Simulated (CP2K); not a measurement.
Consider 2-isocyanopyridine at its PBE geometry (Å).

```xyz
12

C     3.6558   -0.0851   -0.1973
N     2.4758    0.0169   -0.1433
C     1.0892    0.1023   -0.0734
C     0.3522   -1.0684    0.1546
C    -1.0354   -0.9566    0.2090
C    -1.6199    0.2998    0.0381
C    -0.7835    1.4001   -0.1764
N     0.5557    1.3221   -0.2349
H     0.8628   -2.0210    0.2812
H    -1.6498   -1.8396    0.3823
H    -2.7004    0.4299    0.0707
H    -1.2026    2.3995   -0.3106
```

Method: CP2K XAS_TDP, all-electron GAPW, PBEh(45%), aug-cc-pVDZ, TDA, GW2X-corrected core level, no relativity.

Predict the bright core excitations at the C K edge.

Leading lines: C1 288.46 eV, C3 288.45 eV, C4 287.02 eV, C5 287.02 eV, C6 287.02 eV and C7 287.46 eV. The leading line of an atom is its first one with 35 % of the strongest within 2.5 eV of its lowest line over the strength cut. Core ionisation energies at this level: C5 293.16, C7 293.47, C4 292.74, C6 292.69, C1 294.74 and C3 294.58 eV.

The first six lines of each atom with a strength over 0.0015:

```csv
atom,energy (eV),states,"strength, one atom",above the computed threshold
C1 (bonded to N),288.46,1,0.0636,
,288.92,1,0.0703,
,293.33,1,0.0046,
,294.55,1,0.0052,
,294.64,1,0.0015,
,294.70,1,0.0016,
C3 (bonded to C and 2 N),288.45,1,0.0519,
,292.51,1,0.0043,
,293.00,1,0.0021,
,293.39,1,0.0065,
,293.66,1,0.0065,
,293.94,1,0.0141,
C4 (bonded to 2 C and H),287.02,1,0.0496,
,290.45,1,0.0123,
,291.54,1,0.0043,
,292.13,1,0.0031,
,292.19,1,0.0048,
,293.18,1,0.0044,yes
C5 (bonded to 2 C and H),287.02,1,0.0539,
,290.71,1,0.0121,
,292.14,1,0.0033,
,292.48,1,0.0066,
,293.67,1,0.0041,yes
,293.70,1,0.0022,yes
C6 (bonded to 2 C and H),287.02,1,0.0482,
,290.31,1,0.0118,
,291.46,1,0.0016,
,291.72,1,0.0023,
,291.95,1,0.0097,
,292.90,1,0.0016,yes
"C7 (bonded to C, N and H)",287.46,1,0.0555,
,291.31,1,0.0115,
,292.23,1,0.0032,
,292.86,1,0.0069,
,292.93,1,0.0028,
,294.13,2,0.0084,yes
```

Lines are vertical, at one geometry, with no vibrational structure. GW2X ionisation energies and lines can be off by 1 to 2 eV either way, and a good line position may hide errors that cancel. These values hold no scalar relativity, about 0.1 eV for C 1s. Rydberg lines, and the discretised continuum above threshold, depend on the basis and the box.

[Banner, clock and machine lines of the logs are left out without a mark of their own.]

[Logs are printed without paths, hosts, clocks, repeated set-up lines and the standing remarks that a program may print on its own settings, such as how far it seeks lower states.]

[Hosts, paths, dates, database ids (printed as entryN), source tags and the programs' standing remarks are cut or masked in the printed files.]
